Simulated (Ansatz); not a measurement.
# SbAs (model cell, started as rocksalt type): a soft mode frozen in

Aim: this structure of SbAs (model cell, started as rocksalt type) is to be tested for unstable modes, and one is followed downhill.

Method: DFT PBEsol, scalar-relativistic, plane waves, PAW, in Ansatz 0.2.0.

The structure was built from a prototype and need not be the compound's stable phase.

## Step 1: Set-up

The structure is cubic, space group Fm-3m (No. 225). Conventional cell: a = 5.763 Å, b = 5.763 Å, c = 5.763 Å, α = 90.00°, β = 90.00°, γ = 90.00°. Nearest to Sb lie 6 As at 2.88 Å. Nearest to As lie 6 Sb at 2.88 Å. Farther neighbours are not listed.

## Step 2: Phonons on a q mesh

The cell comes from relaxations at this level that are not shown. Stability and thermal properties need the whole zone. Linear response on a 4×4×4 q mesh gives force constants as far as a supercell of that size would.

File input.yaml:

```yaml
crystal:
  lattice:
    - [0.0, 2.8813061903, 2.8813061903]
    - [2.8813061903, 0.0, 2.8813061903]
    - [2.8813061903, 2.8813061903, 0.0]
  atoms:
    - { symbol: Sb, position: [0.0, 0.0, 0.0] }
    - { symbol: As, position: [0.5, 0.5, 0.5] }
kpoints:
  mp_grid: { grid: [12, 12, 12] }
hamiltonian:
  xc: pbesol
scf:
  occupations: { method: methfessel_paxton, width: 0.2 }
output:
  eigenvalues: true
phonons:
  method: dfpt
  qmesh: [4, 4, 4]
  temperatures: { t_max: 1000, t_step: 50 }
  qpath:
    path:
      - [[0.0, 0.0, 0.0], [0.5, 0.0, 0.5], [0.625, 0.25, 0.625]]
      - [[0.375, 0.375, 0.75], [0.0, 0.0, 0.0], [0.5, 0.5, 0.5], [0.5, 0.25, 0.75], [0.5, 0.0, 0.5]]
    npoints: 10
```

Launch:

```
ansatz run input.yaml --threads 4 --pin off --max-ram 7168MiB --backend cpu --events-out ev --progress --plain --runs-dir out
```

Numbers of over 12 decimals in the logs are rounded to 6 here.

Output:

```text
Engine: ansatz 0.2.0, aarch64-unknown-linux-gnu
Pseudopotentials: kind: paw
Pseudopotential: Sb, paw, valence charge 15, recommended cutoff 420 eV (normal), Sb.paw.azcp
Pseudopotential: As, paw, valence charge 15, recommended cutoff 420 eV (normal), As.paw.azcp
Functional definition: PBEsol
  exchange = pbesol_x
  correlation = pbesol_c
Crystal: 2 atoms, lattice volume = 47.841 Å³
Basis set: ecut = 420 eV, 941 PW (Γ), exchange–correlation on 60×60×60 points (8 copies of the dense FFT grid, shifted against one another)
Bands: 19, of which v1, the nominal top of the filled ones, is band 15 counted from 1 (14 counted from 0)
Symmetry: 48 space group operations
k-points: 72 of 1728
Non-local potential: Sb, projectors of the file, l = 0: 2, l = 1: 2, l = 2: 2, l = 3: 2
Non-local potential: As, projectors of the file, l = 0: 2, l = 1: 2, l = 2: 3, l = 3: 1
PAW form: soft (Blöchl's): semilocal exchange-correlation on the pseudo side does not see the compensation charge
PAW frozen core: Sb, regenerated for the run's functional, and the local potential with it (the file was generated under x = pbe(κ = 0.804, μ = 0.219515), c = pbe(β = 0.066725))
PAW frozen core: As, regenerated for the run's functional, and the local potential with it (the file was generated under x = pbe(κ = 0.804, μ = 0.219515), c = pbe(β = 0.066725))
PAW one-centre angular grid: Sb, 590 points (default); XC on 64 Gauss nodes
PAW one-centre angular grid: As, 590 points (default); XC on 64 Gauss nodes
Initial density: superposition of atomic densities (neutral atoms: chi_scale 0, normalization atom), corrected by the library's trained network
Initial wavefunctions: pseudopotential atomic-orbital guess
Functional: x = pbesol(κ = 0.804, μ = 0.123457), c = pbesol(β = 0.046)
SCF iter   1: F=—  HF=-11221.049688 eV  |F-HF|=—  |Δ(HF+E_count)|=         —  Δρ=2.78e-3  dr2=6.06e-3  ethr=1.77e-3  ⟨swp⟩=5.2  Hψ=6279  notcnv=0
preconditioner: auto → Kerker (q_TF=auto, 2.524 Å⁻¹)  [metal: Δε(μ)=0.076 eV  Ē_g=9.535 eV  σ=0.200 eV  W_gap=0.32  n_scr=14 (ndim 8)  ℏωp=17.0 eV  f_vac=0.000  D(μ)=0.96/eV (n_scr^D=8)]
SCF iter   2: F=—  HF=-11221.047002 eV  |F-HF|=—  |Δ(HF+E_count)|=   2.69e-3  S|Δr|=    0.00e0  Δρ=1.55e-3  dr2=1.28e-3  ethr=2.02e-5  ⟨swp⟩=2.6  Hψ=3035  notcnv=0
SCF iter   3: F=—  HF=-11221.046700 eV  |F-HF|=—  |Δ(HF+E_count)|=   3.02e-4  S|Δr|=    0.00e0  Δρ=4.50e-4  dr2=1.50e-4  ethr=4.28e-6  ⟨swp⟩=2.1  Hψ=1783  notcnv=0
SCF iter   4: F=—  HF=-11221.046689 eV  |F-HF|=—  |Δ(HF+E_count)|=   1.09e-5  S|Δr|=    0.00e0  Δρ=2.11e-4  dr2=2.23e-5  ethr=5.01e-7  ⟨swp⟩=2.1  Hψ=1701  notcnv=0
SCF iter   5: F=—  HF=-11221.046694 eV  |F-HF|=—  |Δ(HF+E_count)|=   4.84e-6  S|Δr|=    0.00e0  Δρ=6.40e-5  dr2=2.60e-6  ethr=7.44e-8  ⟨swp⟩=2.1  Hψ=2036  notcnv=0
SCF iter   6: F=—  HF=-11221.046693 eV  |F-HF|=—  |Δ(HF+E_count)|=   7.55e-7  S|Δr|=    0.00e0  Δρ=3.32e-5  dr2=2.70e-7  ethr=8.67e-9  ⟨swp⟩=2.0  Hψ=2094  notcnv=0
SCF iter   7: F=—  HF=-11221.046693 eV  |F-HF|=—  |Δ(HF+E_count)|=   2.95e-7  S|Δr|=    0.00e0  Δρ=6.12e-6  dr2=1.50e-8  ethr=8.98e-10  ⟨swp⟩=2.0  Hψ=2454  notcnv=0
SCF iter   8: F=—  HF=-11221.046693 eV  |F-HF|=—  |Δ(HF+E_count)|=   2.73e-9  S|Δr|=    0.00e0  Δρ=1.30e-6  dr2=6.55e-10  ethr=5.00e-11  ⟨swp⟩=2.9  Hψ=2138  notcnv=0
SCF iter   9: F=-11221.046693 eV  HF=-11221.046693 eV  |F-HF|=1.82e-12  |Δ(HF+E_count)|=  1.09e-10  S|Δr|=    0.00e0  Δρ=1.27e-7  dr2=5.68e-12  ethr=1.00e-12  ⟨swp⟩=4.3  Hψ=6597  notcnv=0
SCF 1 converged in 9 iterations: F = -11221.046693 eV  dr2 = 5.68e-12
  greatest PAW one-centre occupation: 0.999 electrons in one spin orbital (limit 2), on the As atom at site 1 (counted from 0), in its partial waves of l = 2
Initial density: read from a saved state, or passed on in memory by an earlier SCF of this step, an earlier step, the calling program or the single point that the run made first
iter 1 solved again at ethr=1.48e-7 eV; its pass at ethr=3.10e-3 eV (dr2=4.45e-5 eV) is discarded
SCF iter   1: F=—  HF=-11221.046693 eV  |F-HF|=—  |Δ(HF+E_count)|=         —  Δρ=7.81e-7  dr2=1.19e-10  ethr=1.48e-7  ⟨swp⟩=2.9  Hψ=9554  notcnv=0
eigensolver tolerance schedule: the retry pair's looser diagonalisation over-reported the residual by 373854.07 of it (diagonalisation noise at an unbounded share of the residual, at the tolerance the schedule requests for it); recorded, not acted on — ethr = c·dr2/N_el stays at c = 1.0e-1
preconditioner: auto → Kerker (q_TF=auto, 2.524 Å⁻¹)  [metal: Δε(μ)=0.060 eV  Ē_g=9.538 eV  σ=0.200 eV  W_gap=0.25  n_scr=14 (ndim 8)  ℏωp=17.0 eV  f_vac=0.000  D(μ)=0.95/eV (n_scr^D=8)]
SCF iter   2: F=—  HF=-11221.046693 eV  |F-HF|=—  |Δ(HF+E_count)|=   3.28e-7  S|Δr|=    0.00e0  Δρ=4.03e-7  dr2=3.23e-11  ethr=1.00e-12  ⟨swp⟩=4.1  Hψ=3561  notcnv=0
SCF iter   3: F=—  HF=-11221.046693 eV  |F-HF|=—  |Δ(HF+E_count)|=  2.36e-11  S|Δr|=    0.00e0  Δρ=2.63e-7  dr2=1.37e-11  ethr=1.00e-12  ⟨swp⟩=3.1  Hψ=3350  notcnv=0
SCF iter   4: F=-11221.046693 eV  HF=-11221.046693 eV  |F-HF|=1.82e-12  |Δ(HF+E_count)|=  5.46e-12  S|Δr|=    0.00e0  Δρ=1.34e-7  dr2=3.38e-12  ethr=1.00e-12  ⟨swp⟩=2.0  Hψ=2736  notcnv=0
SCF 2 converged in 4 iterations: F = -11221.046693 eV  dr2 = 3.38e-12
phonons: the bands overlap, so this run is a metal and interpolates without the dipole-dipole term. If the crystal is really an insulator or semiconductor, its LO-TO splitting is missing
NSCF: frozen V_eff on 72 k-points
NSCF: frozen V_eff on 163 k-points
DFPT response loops at q = (0, 0, 0) (fractional): preconditioner auto → Kerker (q_TF=auto, 2.524 Å⁻¹) (partly filled bands, converged f_vac=0.000); β = 1.00, the filter's whole step (`scf.mixing.beta` (0.50) is not read by the response loops under this deck's `scf.mixing.preconditioner`; to damp them name `kerker` or `kerker_dos`, under which they read `scf.mixing.beta`, and type it under 1.00, their step now; both keys bind the ground state too); Broyden in place of MSR1
NSCF: frozen V_eff on 1872 k-points
DFPT response loops at q = (0, 0, 0.25) (fractional): mixed as the last ones told, above
NSCF: frozen V_eff on 952 k-points
DFPT response loops at q = (0, 0, -0.5) (fractional): mixed as the last ones told, above
NSCF: frozen V_eff on 1020 k-points
DFPT response loops at q = (0, 0.25, 0.25) (fractional): mixed as the last ones told, above
NSCF: frozen V_eff on 3456 k-points
DFPT response loops at q = (0, 0.25, -0.5) (fractional): mixed as the last ones told, above
NSCF: frozen V_eff on 1872 k-points
DFPT response loops at q = (0, 0.25, -0.25) (fractional): mixed as the last ones told, above
NSCF: frozen V_eff on 560 k-points
DFPT response loops at q = (0, -0.5, -0.5) (fractional): mixed as the last ones told, above
NSCF: frozen V_eff on 1020 k-points
DFPT response loops at q = (0.25, -0.5, -0.25) (fractional): mixed as the last ones told, above
SCF converged after 9 iterations
Stability not checked: this state was not tested for a lower state beside it, because cold or Methfessel-Paxton smearing, or corrected tetrahedra, fill the levels in a way that the test cannot read (fill_not_monotonic; see scf.lower_state_search)
Free energy (F): -11221.046693 eV
Harris-Foulkes:  -11221.046693 eV  (|F-HF|=1.82e-12)
Internal energy: -11221.045452 eV  (E = F + TS)
E sigma→0 (E₀):  -11221.046383 eV
Entropy (-TS):   -0.001241 eV (-0.620 meV/atom)
Fermi energy:    11.147655 eV
--- Per-component energies (eV) ---
  E_band       = -373.720881
  E_kinetic    = 310.526527
  E_local      = -3117.113778  (includes V_loc(G=0)·N_el)
  E_nonlocal   = -304.512557
  E_hartree    = 1587.714708
  E_xc         = -216.718205
  E_vxc        = -176.529579  (∫ρ·V_xc dr)
  E_paw        = -6291.806342  (= ΣΔE_a)
  E_vpaw       = -261.521039  (= ΣTr[D̂ρ^β])
  E_aug_tail   = 0.000005  (compensation charges beyond the density's cutoff)
  E_ewald      = -3190.434096
  E_core_change = 1.298286  (= ΣΔE_core)
  E_smearing   = -0.001241  (= −TS)
  E_closure    = 0.000000  (closes the sum)
  Σ components = -11221.046693   (vs F -11221.046693, Δ=0.00e0)
--- Band table (eV; the first three rows and the last of 72) ---
  k-point 0: bands = [... 11 lower, 6.3765, 9.2932, 9.2932, 9.2932, 14.9349, 14.9349, 14.9349, 16.4399]
  k-point 1: bands = [... 11 lower, 5.9214, 9.3054, 9.3054, 9.5756, 14.5052, 14.5052, 14.6024, 16.3527]
  k-point 2: bands = [... 11 lower, 4.9197, 9.3516, 9.3516, 10.0657, 13.6257, 13.6257, 13.9019, 16.4143]
  k-point 71: bands = [... 11 lower, 1.8662, 5.6467, 5.6467, 11.1572, 11.6003, 16.5979, 16.5979, 18.1647]
--- Phonons (Γ-DFPT): 2 representative perturbations + reference (Σ response iterations 6) ---
  ASR residual: 1.381e-5 → 0.000e0 eV/Å²; symmetrization residual: 1.355e-5 eV/Å²
  ASR residual per site (eV/Å²): 1.38e-5 9.80e-6
  Γ frequencies (cm⁻¹): -143.38 -143.38 -143.38 0.00 0.00 0.00
--- Phonons (arbitrary-q DFPT): 8 irreducible q on the 4×4×4 mesh ---
  q = [0.0000, 0.0000, 0.0000] (star 1, of the zone-centre solve; hermiticity 7.73e-6, symmetrization 4.82e-12): -143.38 -143.38 -143.38 -0.00 0.00 0.00
  q = [0.0000, 0.0000, 0.2500] (star 8, 2 solved perturbations on 936 of 1728 k-point pairs; hermiticity 1.01e-5, symmetrization 3.86e-12): 68.05 68.05 89.96 139.23 139.23 162.58
  q = [0.0000, 0.0000, -0.5000] (star 4, 2 solved perturbations on 476 of 1728 k-point pairs; hermiticity 1.35e-13, symmetrization 1.26e-12): 108.99 108.99 145.93 147.19 147.19 163.68
  q = [0.0000, 0.2500, 0.2500] (star 6, 4 solved perturbations in 1608 linear systems a pass and spin channel, the states on 510 of 1728 k-point pairs; hermiticity 5.79e-6, symmetrization 1.34e-12): 34.60 34.60 62.83 62.83 115.36 142.28
  q = [0.0000, 0.2500, -0.5000] (star 24, 4 solved perturbations in 5328 linear systems a pass and spin channel, the states on 1728 of 1728 k-point pairs; hermiticity 6.88e-6, symmetrization 2.72e-12): 77.34 80.42 97.40 118.72 126.85 143.66
  q = [0.0000, 0.2500, -0.2500] (star 12, 4 solved perturbations in 2892 linear systems a pass and spin channel, the states on 936 of 1728 k-point pairs; hermiticity 6.34e-6, symmetrization 4.63e-12): 55.02 62.63 103.74 130.88 137.38 152.38
  q = [0.0000, -0.5000, -0.5000] (star 3, 4 solved perturbations in 886 linear systems a pass and spin channel, the states on 280 of 1728 k-point pairs; hermiticity 1.34e-5, symmetrization 2.92e-12): 42.60 42.60 61.96 88.99 100.77 100.77
  q = [0.2500, -0.5000, -0.2500] (star 6, 4 solved perturbations in 1544 linear systems a pass and spin channel, the states on 510 of 1728 k-point pairs; hermiticity 6.08e-6, symmetrization 1.47e-12): 61.87 61.87 96.04 96.04 115.53 143.08
  sum rule: each row above includes the acoustic sum rule's correction from the zone centre's row sums; it moved no ω² by more than (0.19 cm⁻¹)²
  mesh force constants: q→R imaginary residual 2.15e-18; ASR residual 1.381e-5 → 0.000e0 eV/Å²; symmetrization residual 3.553e-15 eV/Å²
  interpolated dispersion: 62 rows × 6 modes
  density of states and harmonic sums: on the 20×20×20 q-mesh, interpolated from the force constants of a 4×4×4 supercell (no non-analytic term)
  largest difference from the sums on the solved wave vectors: F 6.63e-3 eV, S 9.21e-6 and C_V 3.67e-6 eV/K
  zero-point energy: 0.038000 eV/cell   skipped modes (ω ≤ 0): 38, of them read as no rigid motion or as one in doubt: 35 (6.338e-2 modes/cell left out, lowest -143.38 cm⁻¹)   left out of the sums: 1.06e-2 of the cell's modes: C_V's classical limit lies that fraction below 3 k_B per atom; for a crystal, a wire or a layer, F and S can be off by more, and a phonons.interpolated_qmesh denser along its periods is the remedy for the sampling
```

It took 5.1 min on 4 threads of Arm Neoverse V2, shared host; peak memory 3.7 GiB.

This step gave:

| Quantity | Value |
| --- | --- |
| volume per atom | 23.92 Å³ |
| gap on the k-mesh | 0 eV |
| sum-rule residual before enforcement | 1.38e-5 eV/Å² |
| lowest frequency on the path | -143.4 cm⁻¹ |
| point group | m-3m |
| highest frequency on the path or at a solved wavevector | 184.4 cm⁻¹ |
| highest optical mode at the zone centre (no LO-TO term) | -143.4 cm⁻¹ |
| lowest optical zone-centre mode | -143.4 cm⁻¹ |
| lowest mode on the q mesh (acoustic modes at Γ apart) | -143.4 cm⁻¹ |

Frequencies (cm⁻¹) solved at each irreducible wavevector; negative means imaginary. Frequencies by wavevector, by row:

```tsv
q in reciprocal lattice units	star	mode 1	mode 2	mode 3	mode 4	mode 5	mode 6
0 0 0	1	-143.4	-143.4	-143.4	0	0	0
0 0 0.25	8	68	68	90	139.2	139.2	162.6
0 0 -0.5	4	109	109	145.9	147.2	147.2	163.7
0 0.25 0.25	6	34.6	34.6	62.8	62.8	115.4	142.3
0 0.25 -0.5	24	77.3	80.4	97.4	118.7	126.8	143.7
0 0.25 -0.25	12	55	62.6	103.7	130.9	137.4	152.4
0 -0.5 -0.5	3	42.6	42.6	62	89	100.8	100.8
0.25 -0.5 -0.25	6	61.9	61.9	96	96	115.5	143.1
```

Interpolated from a 4×4×4 q mesh. Phonon branches along the path, in cm⁻¹:

```tsv
point	branch 1	branch 2	branch 3	branch 4	branch 5	branch 6
Γ	-143	-143	-143	0	0	0
halfway	35	35	63	63	115	142
X	43	43	62	89	101	101
halfway	54	61	66	91	110	121
U	66	68	84	86	126	150
jump to K	66	68	84	86	126	150
halfway	49	88	89	110	150	167
Γ	-143	-143	-143	0	0	0
halfway	68	68	90	139	139	163
L	109	109	146	147	147	164
halfway	78	87	110	122	135	149
W	62	62	96	96	116	143
halfway	58	66	76	93	105	135
X	43	43	62	89	101	101
```

The phonon branches as a text plot (rows in cm⁻¹):

```
    178 |                                    ****
    164 |                  *   **           * *  ***
    150 |                ** ******           * **********  **
    137 |    *****      *  ****  *          *   * *****  **  *
    123 |              ****  ***           *   *    ******    *
    109 |   *  ** **  **    *** * **       * ** ****  *** *******
     96 |    **  *  *****  **  *****        * **   ***  *********
     82 |   *     **     ***    **         * *       ***     *
     68 |      ************ **** ***      * *          **********
     55 |  * **   **   **  * **** ***     **               *****
     41 |      ***  ***     *    ****    *                     **
     27 | *****                   ****  **
     14 | *                          *  * *
      0 |*                            **
    -14 |
    -27 |
    -41 |  *                        *
    -55 |   *
    -68 |                           *
    -82 |
    -96 |  *                        *    *
   -109 |
   -123 | *                          *
   -137 |**                          ****
         Γ           X  U|K            Γ         L        W     X
```

Symmetry leaves 8 wavevectors to solve. The lowest mode among them, the acoustic zeros apart, lies at Γ and is imaginary, 143.4i cm⁻¹, so the energy falls along it.

## Step 3: The mode frozen in, largest atomic shift 0 Å

The mode followed lies at Γ with frequency 143.4i cm⁻¹ and is 3-fold degenerate, the softest among the wavevectors solved. At small amplitude the distorted cell has space group no. 107 by a symmetry search on the positions. The undistorted cell that holds it gives the zero of energy on the same k mesh.

input.yaml, the sections that differ from step 2:

```yaml
output:
  forces: true
  stress: true
  eigenvalues: true
# crystal, kpoints, hamiltonian, scf: as in step 2
# phonons: removed
```

Output:

```text
[...]
Crystal: 2 atoms, lattice volume = 47.841 Å³
Basis set: ecut = 420 eV, 941 PW (Γ), exchange–correlation on 60×60×60 points (8 copies of the dense FFT grid, shifted against one another)
Bands: 19, of which v1, the nominal top of the filled ones, is band 15 counted from 1 (14 counted from 0)
Symmetry: 48 space group operations
[...]
k-points: 72 of 1728
[...]
--- Band table (eV; the first three rows and the last of 72) ---
  k-point 0: bands = [... 11 lower, 6.3766, 9.2933, 9.2933, 9.2933, 14.9350, 14.9350, 14.9350, 16.4399]
  k-point 1: bands = [... 11 lower, 5.9215, 9.3055, 9.3055, 9.5757, 14.5052, 14.5052, 14.6024, 16.3527]
  k-point 2: bands = [... 11 lower, 4.9198, 9.3517, 9.3517, 10.0657, 13.6258, 13.6258, 13.9019, 16.4144]
  k-point 71: bands = [... 11 lower, 1.8663, 5.6468, 5.6468, 11.1572, 11.6004, 16.5979, 16.5979, 18.1648]
[key lines of the parts left out:]
SCF converged after 7 iterations
Free energy (F): -11221.046693 eV
Fermi energy:    11.147697 eV
P = ⅓ Tr σ = 0.0001 GPa (0.001 kbar)
```

It took 0.87 s on 4 threads; peak memory 0.38 GiB; 2.9 s of CPU time.

Numbers from this step:

```
pressure                         : 8.35e-5 GPa
energy from the undistorted cell : 0 meV/atom
```

The run ends at a pressure of 0.00 GPa.

## Step 4: The mode frozen in, largest atomic shift 0.14 Å

The atoms are moved along the unstable eigenvector, the largest shift by 0.14 Å, with the cell fixed.

input.yaml, the sections that differ from step 3:

```yaml
crystal:
  lattice:
    - [0.0, 2.8813061903, 2.8813061903]
    - [2.8813061903, 0.0, 2.8813061903]
    - [2.8813061903, 2.8813061903, 0.0]
  atoms:
    - { symbol: Sb, position: [0.0149489608, -0.0149489608, 0.0149489608] }
    - { symbol: As, position: [0.4757054629, 0.5242945371, 0.4757054629] }
# kpoints, hamiltonian, scf, output: as in step 3
```

Output:

```text
[...]
Crystal: 2 atoms, lattice volume = 47.841 Å³
Basis set: ecut = 420 eV, 941 PW (Γ), exchange–correlation on 60×60×60 points (8 copies of the dense FFT grid, shifted against one another)
Bands: 19, of which v1, the nominal top of the filled ones, is band 15 counted from 1 (14 counted from 0)
Symmetry: 8 space group operations
[...]
k-points: 163 of 1728 (time reversal used)
[...]
--- Band table (eV; the first three rows and the last of 163) ---
  k-point 0: bands = [... 11 lower, 6.4373, 9.1065, 9.3820, 9.3820, 14.4385, 14.4385, 15.1185, 16.4822]
  k-point 1: bands = [... 11 lower, 5.9746, 9.1654, 9.3884, 9.6070, 14.1608, 14.2271, 14.7415, 16.4640]
  k-point 2: bands = [... 11 lower, 4.9636, 9.2064, 9.4183, 10.0559, 13.4641, 13.7055, 13.9363, 16.4385]
  k-point 162: bands = [... 11 lower, 2.6959, 5.2574, 7.1047, 7.1047, 13.2786, 17.0805, 17.0805, 19.0845]
[key lines of the parts left out:]
SCF converged after 7 iterations
Free energy (F): -11221.084675 eV
Fermi energy:    11.201557 eV
P = ⅓ Tr σ = 1.5876 GPa (15.876 kbar)
```

Wall time 2.7 s (4 threads); peak memory 0.47 GiB.

Numbers from this step:

- pressure: 1.588 GPa
- energy from the undistorted cell: -19.22 meV/atom

The energy, extrapolated to zero smearing, is -19.22 meV/atom against the undistorted cell.

The run ends at a pressure of 1.59 GPa, with forces up to 0.013 eV/Å.

## Step 5: Energy along the mode, all amplitudes (two of the runs are shown above)

An imaginary frequency means negative curvature, so the energy should fall and then rise again as anharmonic terms take over.

Numbers from this step:

```yaml
depth_at_the_lowest_point_sampled: 19.22 meV/atom
largest_atomic_shift_at_that_point: 0.14 Å
```

Energy from the parent against largest atomic shift:

```tsv
largest atomic shift (Å)	energy from the parent (meV/atom)
0.0000	0
0.0400	-3.51
0.0800	-11.7
0.1400	-19.2
0.2200	7.07
```

Displacement at unit largest shift by atom:

```tsv
atom	x (Å)	y (Å)	z (Å)	size
Sb1	0.00	0.61	0.00	0.61
As2	0.00	-1.00	0.00	1.00
```

The lowest of the steps tried is at 0.14 Å, 19.2 meV/atom below the parent; the bottom of the well need not coincide with a step.

(Continued in part 2 of 2.)

[Logs are printed without paths, hosts, clocks, repeated set-up lines and the standing remarks that a program may print on its own settings, such as how far it seeks lower states.]

[Hosts, paths, dates, database ids (printed as entryN), source tags and the programs' standing remarks are cut or masked in the printed files.]
